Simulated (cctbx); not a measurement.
# Which space group?

Cell: a = 8.8860 Å, b = 8.8860 Å, c = 8.8860 Å, α = 90.00°, β = 90.00°, γ = 90.00°. Expected content of the cell: Os8 Sm6 Ti26.

The data are simulated with cctbx, not measured: Ag Kα, λ = 0.56087 Å, to d = 0.65 Å, 95 % of the full sphere, strongest reflection 70000 counts, noise from counting, a 1.5 % proportional error and a noise floor of 2 counts (s.d.); no absorption.

A first pass over the reflections prints:

```text
10247 reflections to d = 0.652 A
centring   violations  <I/sigma> of those
    A       4080 of  5140     16.6
    B       4089 of  5142     16.6
    C       4057 of  5110     16.6
    I       3266 of  5069     14.6
    R       5331 of  6837     19.5
    F       6113 of  7696     16.6
Laue class    unique    Rint  (classes that these axes allow; Friedel mates merged)
P -1             5378   0.013
P 1 2/m 1        2849   0.015
P 1 1 2/m        2848   0.015
P 2/m 1 1        2849   0.016
P m m m          1579   0.017
P 4/m            1431   0.017
P 4/m m m         846   0.017
R -3 :R          1801   0.017
R -3 m :R        1007   0.018
P m -3            531   0.018
P m -3 m          322   0.018
space group    extra absences  I>4sigma  <I/sigma>
P 4 3 2                 0          0         -  acentric
P 42 3 2               41          0      -0.1  acentric
P -4 3 m                0          0         -  acentric
P -4 3 n             1067          0      -0.0  acentric
P m -3 m                0          0         -  centric
P m -3 n             1067          0      -0.0  centric
Wilson B = 0.85 A^2   <|E^2-1|> = 0.994 (0.968 centric, 0.736 acentric)   E^2>4: 3.7 %
shell (A)         n   <I/sigma>
 8.89 - 1.30     54    124.8
 1.30 - 1.03     41    111.0
 1.03 - 0.90     37    116.7
 0.90 - 0.82     43    106.9
 0.82 - 0.76     35     90.4
 0.76 - 0.72     40    110.7
 0.72 - 0.68     34     86.2
 0.68 - 0.65     38     79.0
```

**Question.** What are the lattice type, the Laue class and the likely space group?

Every centring test has many violations, so the lattice is primitive.

Rint stays low (0.013 to 0.018) up to P m -3 m, the highest class in these axes.

6 settings pass the absence test. The most absences obeyed, 1067, belong to P -4 3 n and P m -3 n, which absences can't tell apart.

⟨|E²−1|⟩ = 0.994 leans to a centrosymmetric structure. The Wilson B of 0.85 Å² means U ≈ 0.0108 Å².

The true group is Pm-3n (no. 223), Laue class m-3m, centrosymmetric. The tables only narrow the choice to the tied entries; cell content, site symmetry and trial solutions must settle it.

The model was made for the exercise: a known structure type with other elements put in, its volume estimated, not relaxed; displacement parameters are assumed.

[Logs are printed without paths, hosts, clocks, repeated set-up lines and the standing remarks that a program may print on its own settings, such as how far it seeks lower states.]
